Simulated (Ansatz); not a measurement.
# Work function of bcc W face by face (PBE)

Does the work function of W follow how densely a face is packed?

All values are computed: Ansatz 0.2.0, PBE, plane waves, scalar-relativistic unless marked; slabs or sheets with vacuum, the vacuum level from the planar mean of the electrostatic potential.

| face | atoms in the slab | top-layer atoms per Å² | work function (eV) |
| --- | --- | --- | --- |
| (100) | 10 | 0.100 | 4.13 |
| (110) | 6 | 0.141 | 4.82 |

The densest face listed is +0.69 eV against the most open one. That fits Smoluchowski's order: on an open face electrons flow from the ridges into the troughs, which leaves a dipole with its positive end outwards and lowers the barrier.

The slabs are 1×1 cuts on the parent's lattice, 11.1 to 14.0 Å between the outer relaxed layers. Two faces can't establish a trend.
